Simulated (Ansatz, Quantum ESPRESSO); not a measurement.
# In2O2, 1 layer: biaxial strain by an ASE script, part 2 of 2

Aim: band edges, gap and stiffness of In2O2, 1 layer under biaxial strain.

Quantum ESPRESSO 7.5; plane-wave DFT, PBE, GBRV ultrasoft pseudopotentials; geometry by Ansatz 0.2.0 with PAW datasets.

So far: The structure; Relaxation with Ansatz.

**3. The script**

Under ESM bc1 levels count from the vacuum, or from the mean of the two vacuum levels where the sheet has a dipole, so band edges at unlike strains can be compared.

Level of this step: plane-wave DFT, PBE, GBRV ultrasoft pseudopotentials (Quantum ESPRESSO 7.5).

File run.py:

```python
import json
import numpy as np
from ase import Atoms
from ase.calculators.espresso import Espresso, EspressoProfile

profile = EspressoProfile(command='mpirun -n 2 pw.x -nk 2', pseudo_dir='../pseudo')
pseudopotentials = {'In': 'in_pbe_v1.4.uspp.F.UPF', 'O': 'o_pbe_v1.2.uspp.F.UPF'}
system = {'ecutwfc': 40, 'ecutrho': 200, 'occupations': 'smearing', 'smearing': 'fd', 'degauss': 0.002}


def calculator(name, kpts, **extra):
    data = dict(control=dict(tprnfor=True, verbosity='high', disk_io='none'),
                system=system | extra,
                electrons=dict(conv_thr=1e-09, mixing_beta=0.4, mixing_mode='plain',
                               electron_maxstep=100))
    return Espresso(profile=profile, directory=name, pseudopotentials=pseudopotentials, kpts=kpts, input_data=data)


def centre(atoms):
    z = atoms.positions[:, 2]
    atoms.positions[:, 2] -= (z.max() + z.min()) / 2  # ESM wants the slab about z = 0
    return atoms

sheet = Atoms(
    ['O', 'In', 'In', 'O'],
    scaled_positions=[
        [0.3333333333, 0.6666666667, 0.3872790185],
        [0.0000000000, 0.0000000000, 0.4273710826],
        [0.0000000000, 0.0000000000, 0.5726289992],
        [0.3333333333, 0.6666666667, 0.6127208997]],
    cell=[
        [3.448447727360, 0.000000000000, 0.000000000000],
        [-1.724223863680, 2.986443335517, 0.000000000000],
        [0.000000000000, 0.000000000000, 19.673637346900]],
    pbc=True)

rows = []
for strain in [-0.03, -0.015, 0.0, 0.015, 0.03]:
    atoms = sheet.copy()
    atoms.set_cell(sheet.cell.array * [[1 + strain], [1 + strain], [1]], scale_atoms=True)
    atoms = centre(atoms)
    atoms.calc = calculator(f's{strain:+.3f}', (12, 12, 1), assume_isolated='esm', esm_bc='bc1', nbnd=23)
    energy = atoms.get_potential_energy()
    levels = np.array([atoms.calc.get_eigenvalues(kpt=i) for i in range(len(atoms.calc.get_ibz_k_points()))])
    top, bottom = levels[:, 18].max(), levels[:, 19].min()
    direct = (levels[:, 19] - levels[:, 18]).min()
    rows.append([strain, energy, top, bottom, direct])
    print(f'strain {strain:+.3f}: E = {energy:.5f} eV, valence top {top:.3f}, conduction bottom {bottom:.3f}, '
          f'gap {bottom - top:.3f}, least direct gap {direct:.3f} eV')

x, energy, top, bottom, direct = np.array(rows).T
area = np.linalg.norm(np.cross(*sheet.cell[:2]))
stiffness = np.polyfit(x, energy, 2)[0] / area * 16.0218  # C11 + C12, heights clamped
print(f'valence and conduction edges move by {np.polyfit(x, top, 1)[0]:.2f} and {np.polyfit(x, bottom, 1)[0]:.2f} eV per unit biaxial strain')
print(f'C11 + C12 with clamped heights: {stiffness:.1f} N/m')
json.dump(dict(rows=rows, stiffness=stiffness), open('result.json', 'w'))
```

Started as:

```bash
$ OMP_NUM_THREADS=1 python run.py
```

Log:

```text
strain -0.030: E = -4511.30644 eV, valence top -6.223, conduction bottom -5.909, gap 0.314, least direct gap 1.346 eV
strain -0.015: E = -4511.39615 eV, valence top -6.335, conduction bottom -5.998, gap 0.336, least direct gap 1.223 eV
strain +0.000: E = -4511.41921 eV, valence top -6.437, conduction bottom -6.087, gap 0.351, least direct gap 1.105 eV
strain +0.015: E = -4511.38480 eV, valence top -6.530, conduction bottom -6.173, gap 0.358, least direct gap 0.991 eV
strain +0.030: E = -4511.30088 eV, valence top -6.615, conduction bottom -6.255, gap 0.360, least direct gap 0.883 eV
valence and conduction edges move by -6.53 and -5.78 eV per unit biaxial strain
C11 + C12 with clamped heights: 199.9 N/m
```

Wall time 5.4 min (2 MPI ranks of Arm Neoverse V2, shared host); peak memory 0.44 GiB.

The input that ASE wrote for the first run, and its log:

```
&CONTROL
   verbosity        = 'high'
   tprnfor          = .true.
   disk_io          = 'none'
   pseudo_dir       = '../pseudo'
/
&SYSTEM
   nbnd             = 23
   ecutwfc          = 40
   ecutrho          = 200
   occupations      = 'smearing'
   degauss          = 0.002
   smearing         = 'fd'
   assume_isolated  = 'esm'
   esm_bc           = 'bc1'
   ntyp             = 2
   nat              = 4
   ibrav            = 0
/
&ELECTRONS
   electron_maxstep = 100
   conv_thr         = 1e-09
   mixing_mode      = 'plain'
   mixing_beta      = 0.4
/
&IONS
/
&CELL
/
&FCP
/
&RISM
/
ATOMIC_SPECIES
O 15.999 o_pbe_v1.2.uspp.F.UPF
In 114.818 in_pbe_v1.4.uspp.F.UPF

K_POINTS automatic
12 12 1  0 0 0

CELL_PARAMETERS angstrom
3.34499429553920 0.00000000000000 0.00000000000000
-1.67249714776960 2.89685003545149 0.00000000000000
0.00000000000000 0.00000000000000 19.67363734690000

ATOMIC_POSITIONS angstrom
O -0.0000000002 1.9312333571 -2.2176309068  
In 0.0000000000 0.0000000000 -1.4288741772  
In 0.0000000000 0.0000000000 1.4288773958  
O -0.0000000002 1.9312333571 2.2176309068
```

```text
Program PWSCF v.7.5 starts
[citation notice left out]

     Parallel version (MPI & OpenMP), running on       2 processor cores
     Number of MPI processes:                 2
     Threads/MPI process:                     1

     MPI processes distributed on     1 nodes
[... 1 line left out ...]

Warning: card &CELL ignored
Warning: card &FCP ignored
Warning: card &RISM ignored

     Current dimensions of program PWSCF are:
     Max number of different atomic species (ntypx) = 10
     Max number of k-points (npk) =  40000
     Max angular momentum in pseudopotentials (lmaxx) =  4
     Message from routine setup:
     using ibrav=0 with symmetry is DISCOURAGED, use correct ibrav instead

     K-points division:     npool     =       2
     Subspace diagonalization in iterative solution of the eigenvalue problem:
     a serial algorithm will be used

     G-vector sticks info
     --------------------
     sticks:   dense  smooth     PW     G-vecs:    dense   smooth      PW
     Sum         559     439    139                61493    43955    7313

     Using Slab Decomposition

     bravais-lattice index     =            0
     lattice parameter (alat)  =       6.3211  a.u.
     unit-cell volume          =    1286.4789 (a.u.)^3
     number of atoms/cell      =            4
     number of atomic types    =            2
     number of electrons       =        38.00
     number of Kohn-Sham states=           23
     kinetic-energy cutoff     =      40.0000  Ry
     charge density cutoff     =     200.0000  Ry
     scf convergence threshold =      1.0E-09
     mixing beta               =       0.4000
     number of iterations used =            8  plain     mixing
     Exchange-correlation=  SLA  PW   PBX  PBC
                           (   1   4   3   4   0   0   0)

     Effective Screening Medium Method
     =================================
     Boundary Conditions: Vacuum-Slab-Vacuum
     total charge in unit cell        =   0.0000
     grid points for fit at edges     =        4

[... 10 lines left out ...]
     PseudoPot. # 1 for O  read from file:
     ../pseudo/o_pbe_v1.2.uspp.F.UPF
     Pseudo is Ultrasoft + core correction, Zval =  6.0
     Generated by new atomic code, or converted to UPF format
     Using radial grid of  737 points,  5 beta functions with:
                l(1) =   0
                l(2) =   0
                l(3) =   1
                l(4) =   1
                l(5) =   2
     Q(r) pseudized with  8 coefficients,  rinner =    0.900   0.900   0.900
                                                       0.900   0.900

     PseudoPot. # 2 for In read from file:
     ../pseudo/in_pbe_v1.4.uspp.F.UPF
     Pseudo is Ultrasoft + core correction, Zval = 13.0
     Generated by new atomic code, or converted to UPF format
     Using radial grid of  889 points,  6 beta functions with:
                l(1) =   0
                l(2) =   0
[... 707 lines left out ...]
     estimated scf accuracy    <          7.9E-10 Ry
     smearing contrib. (-TS)   =      -0.00000191 Ry
     internal energy E=F+TS    =    -331.57493493 Ry

     The total energy is F=E-TS. E is the sum of the following terms:
     one-electron contribution =    1916.11162882 Ry
     hartree contribution      =    -947.84089360 Ry
     xc contribution           =     -90.37209074 Ry
     ewald contribution        =   -1209.47357941 Ry

     convergence has been achieved in  21 iterations

     negative rho (up, down):  2.618E-04 0.000E+00

     Forces acting on atoms (cartesian axes, Ry/au):

     atom    1 type  1   force =    -0.00000000   -0.00000000   -0.02183738
     atom    2 type  2   force =     0.00000000    0.00000000    0.02253289
     atom    3 type  2   force =    -0.00000000    0.00000000   -0.02253289
     atom    4 type  1   force =     0.00000000   -0.00000000    0.02183738
     The non-local contrib.  to forces
     atom    1 type  1   force =     0.00000000    0.00000000    0.82657353
     atom    2 type  2   force =     0.00000000   -0.00000000   -0.19707236
     atom    3 type  2   force =     0.00000000    0.00000000    0.19707236
     atom    4 type  1   force =     0.00000000    0.00000000   -0.82657353
     The ionic contribution  to forces
     atom    1 type  1   force =     0.00000000   -0.00000000  -59.53315977
     atom    2 type  2   force =    -0.00000000    0.00000000  -72.26665484
     atom    3 type  2   force =    -0.00000000    0.00000000   72.26670774
     atom    4 type  1   force =     0.00000000   -0.00000000   59.53310686
     The local contribution  to forces
     atom    1 type  1   force =     0.00000001   -0.00000001   58.68946562
     atom    2 type  2   force =     0.00000000   -0.00000000   72.48305320
     atom    3 type  2   force =    -0.00000000   -0.00000000  -72.48364780
     atom    4 type  1   force =     0.00000001   -0.00000001  -58.68946451
     The core correction contribution to forces
     atom    1 type  1   force =     0.00000000   -0.00000000   -0.00482974
     atom    2 type  2   force =     0.00000000    0.00000000    0.00280349
     atom    3 type  2   force =     0.00000000    0.00000000   -0.00284296
     atom    4 type  1   force =     0.00000000   -0.00000000    0.00482974
     The Hubbard contrib.    to forces
     atom    1 type  1   force =     0.00000000    0.00000000    0.00000000
     atom    2 type  2   force =     0.00000000    0.00000000    0.00000000
     atom    3 type  2   force =     0.00000000    0.00000000    0.00000000
     atom    4 type  1   force =     0.00000000    0.00000000    0.00000000
     The SCF correction term to forces
     atom    1 type  1   force =     0.00000000   -0.00000000    0.00008708
     atom    2 type  2   force =     0.00000000    0.00000000    0.00011282
     atom    3 type  2   force =     0.00000000    0.00000000   -0.00011282
     atom    4 type  1   force =     0.00000000   -0.00000000   -0.00008708

     Total force =     0.044376     Total SCF correction =     0.000202
     Message from routine punch:
     Nothing written, as per user request (disk_io='none')

[... 1 line left out ...]

[... 1 line left out ...]

[... 1 line left out ...]

[... 3 lines left out ...]

[... 1 line left out ...]

[... 2 lines left out ...]

[... 1 line left out ...]

[... 1 line left out ...]

=------------------------------------------------------------------------------=
   JOB DONE.
=------------------------------------------------------------------------------=
```

Read from the output:

```
biaxial stiffness : 199.9 N/m
```

The band edge from the vacuum level by biaxial strain:

| biaxial strain (%) | valence top (eV) | conduction bottom (eV) |
| --- | --- | --- |
| -3.00 | -6.22 | -5.91 |
| -1.50 | -6.33 | -6.00 |
| 0.00 | -6.44 | -6.09 |
| 1.50 | -6.53 | -6.17 |
| 3.00 | -6.61 | -6.25 |

Table of gap by biaxial strain:

| biaxial strain (%) | on the mesh (eV) | least direct (eV) |
| --- | --- | --- |
| -3.00 | 0.314 | 1.35 |
| -1.50 | 0.336 | 1.22 |
| 0.00 | 0.350 | 1.10 |
| 1.50 | 0.358 | 0.991 |
| 3.00 | 0.360 | 0.883 |

The energy over the lowest by biaxial strain:

| biaxial strain (%) | energy over the lowest (meV) |
| --- | --- |
| -3.00 | 113 |
| -1.50 | 23.1 |
| 0.00 | 0 |
| 1.50 | 34.4 |
| 3.00 | 118 |

**4. Running the series: PBE, SSSP efficiency**

Level of this step: plane-wave DFT, PBE, SSSP efficiency pseudopotentials (Quantum ESPRESSO 7.5).

run.py is the input of step 3 with these lines changed:

```diff
@@ -6,4 +6,4 @@
 profile = EspressoProfile(command='mpirun -n 2 pw.x -nk 2', pseudo_dir='../pseudo')
-pseudopotentials = {'In': 'in_pbe_v1.4.uspp.F.UPF', 'O': 'o_pbe_v1.2.uspp.F.UPF'}
-system = {'ecutwfc': 40, 'ecutrho': 200, 'occupations': 'smearing', 'smearing': 'fd', 'degauss': 0.002}
+pseudopotentials = {'In': 'In.pbe-dn-rrkjus_psl.0.2.2.UPF', 'O': 'O.pbe-n-kjpaw_psl.0.1.UPF'}
+system = {'ecutwfc': 45, 'ecutrho': 360, 'occupations': 'smearing', 'smearing': 'fd', 'degauss': 0.002}
```

Started as:

```bash
$ OMP_NUM_THREADS=1 python run.py
```

Log:

```text
strain -0.030: E = -5075.37630 eV, valence top -6.226, conduction bottom -5.884, gap 0.342, least direct gap 1.356 eV
strain -0.015: E = -5075.48434 eV, valence top -6.337, conduction bottom -5.978, gap 0.359, least direct gap 1.230 eV
strain +0.000: E = -5075.52323 eV, valence top -6.438, conduction bottom -6.070, gap 0.368, least direct gap 1.109 eV
strain +0.015: E = -5075.50228 eV, valence top -6.530, conduction bottom -6.159, gap 0.371, least direct gap 0.993 eV
strain +0.030: E = -5075.42990 eV, valence top -6.613, conduction bottom -6.243, gap 0.370, least direct gap 0.884 eV
valence and conduction edges move by -6.45 and -6.00 eV per unit biaxial strain
C11 + C12 with clamped heights: 207.8 N/m
```

The job ended after 7.1 min (2 MPI ranks; peak memory 0.78 GiB; 14 min of CPU time).

This step gave:

* biaxial stiffness: 207.8 N/m

The band edge from the vacuum level by biaxial strain:

| biaxial strain (%) | valence top (eV) | conduction bottom (eV) |
| --- | --- | --- |
| -3.00 | -6.23 | -5.88 |
| -1.50 | -6.34 | -5.98 |
| 0.00 | -6.44 | -6.07 |
| 1.50 | -6.53 | -6.16 |
| 3.00 | -6.61 | -6.24 |

Gap against biaxial strain:

| biaxial strain (%) | on the mesh (eV) | least direct (eV) |
| --- | --- | --- |
| -3.00 | 0.342 | 1.36 |
| -1.50 | 0.359 | 1.23 |
| 0.00 | 0.368 | 1.11 |
| 1.50 | 0.371 | 0.993 |
| 3.00 | 0.370 | 0.884 |

The energy over the lowest by biaxial strain:

| biaxial strain (%) | energy over the lowest (meV) |
| --- | --- |
| -3.00 | 147 |
| -1.50 | 38.9 |
| 0.00 | 0 |
| 1.50 | 21.0 |
| 3.00 | 93.3 |

**5. A check by hand**

Under equal strain ε in the plane, E = A (C11 + C12) ε². From the points at ±1.5 %: d²E/dε² = (23.06 + 34.41 − 2 × 0.00) meV / 0.015² = 255 eV, and 255/(2 × 10.299 Å²) × 16.02 = 199 N/m.

**6. What came out**

```
C11 + C12, heights clamped, PBE, GBRV ultrasoft                              : 200 N/m
gap on the mesh at zero strain, PBE, GBRV ultrasoft                          : 0.35 eV
valence top below the vacuum at zero strain, PBE, GBRV ultrasoft             : 6.44 eV
shift of the valence top per unit biaxial strain, PBE, GBRV ultrasoft        : -6.5 eV
shift of the conduction bottom per unit biaxial strain, PBE, GBRV ultrasoft  : -5.8 eV
C11 + C12, heights clamped, PBE, SSSP efficiency                             : 208 N/m
gap on the mesh at zero strain, PBE, SSSP efficiency                         : 0.37 eV
valence top below the vacuum at zero strain, PBE, SSSP efficiency            : 6.44 eV
shift of the valence top per unit biaxial strain, PBE, SSSP efficiency       : -6.4 eV
shift of the conduction bottom per unit biaxial strain, PBE, SSSP efficiency : -6.0 eV
```

The sheet's biaxial stiffness comes to 200 N/m and its gap at zero strain to 0.35 eV (PBE, GBRV ultrasoft). From −3 % to +3 % the gap on the mesh goes from 0.31 to 0.36 eV; it is indirect at every strain. Heights are clamped under strain, which makes a sheet with several atomic planes too stiff. Semilocal gaps are too small. Spin-orbit coupling is left out; depending on the atoms that carry the levels of interest, it can split and shift them by tens to hundreds of meV.

[Logs are printed without paths, hosts, clocks, repeated set-up lines and the standing remarks that a program may print on its own settings, such as how far it seeks lower states.]

[Hosts, paths, dates, database ids (printed as entryN), source tags and the programs' standing remarks are cut or masked in the printed files.]

[Maps of the electrostatic potential energy from Ansatz leave out the sawtooth potential of an applied field or a dipole correction, so their vacuum need not be flat; planar profiles and work functions include it.]
